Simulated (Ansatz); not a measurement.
System: LiCl (Fm-3m).

```cif
data_structure
_symmetry_space_group_name_H-M 'P 1'
_symmetry_Int_Tables_number 1
_cell_length_a 3.6367
_cell_length_b 3.6367
_cell_length_c 3.6367
_cell_angle_alpha 60.000
_cell_angle_beta 60.000
_cell_angle_gamma 60.000
_cell_volume 34.01
loop_
_atom_site_label
_atom_site_type_symbol
_atom_site_fract_x
_atom_site_fract_y
_atom_site_fract_z
_atom_site_occupancy
Li1 Li 0.00000 0.00000 0.00000 1
Cl2 Cl 0.50000 0.50000 0.50000 1
```

The cell and positions come from the Crystallography Open Database and are kept as given unless a step says otherwise.

Gaps computed with Ansatz 0.2.0 without a self-energy: LDA 5.94 eV, PBE 6.28 eV, r2SCAN 7.18 eV and HSE06 7.67 eV.

Question: Estimate the G0W0@PBE gap with 6×6×6 mesh, 218 empty bands, screening to 200 eV, PAW set soft_1 files.

About 8.83 eV: on its mesh the run moves the gap from 6.29 eV by +2.55 eV. Among the scalar-relativistic levels given, HSE06 is nearest (−1.16 eV). Bands and cutoff are finite, so the gap is not at the basis limit. The miss can reach some tenths of an eV and take either sign; the mesh is an error of its own.

[Paths, hosts, dates, memory and timing lines, banners, echoed tables and standing remarks are left out of the program output.]

[Logs are printed without paths, hosts, clocks, repeated set-up lines and the standing remarks that a program may print on its own settings, such as how far it seeks lower states.]

[Runs of the session that timed out or met a known fault of the program may be left out.]

[Cells called generated may have been cut or substituted from an entry of the Crystallography Open Database or the Materials Project.]

[Hosts, paths, dates, database ids (printed as entryN), source tags and the programs' standing remarks are cut or masked in the printed files.]
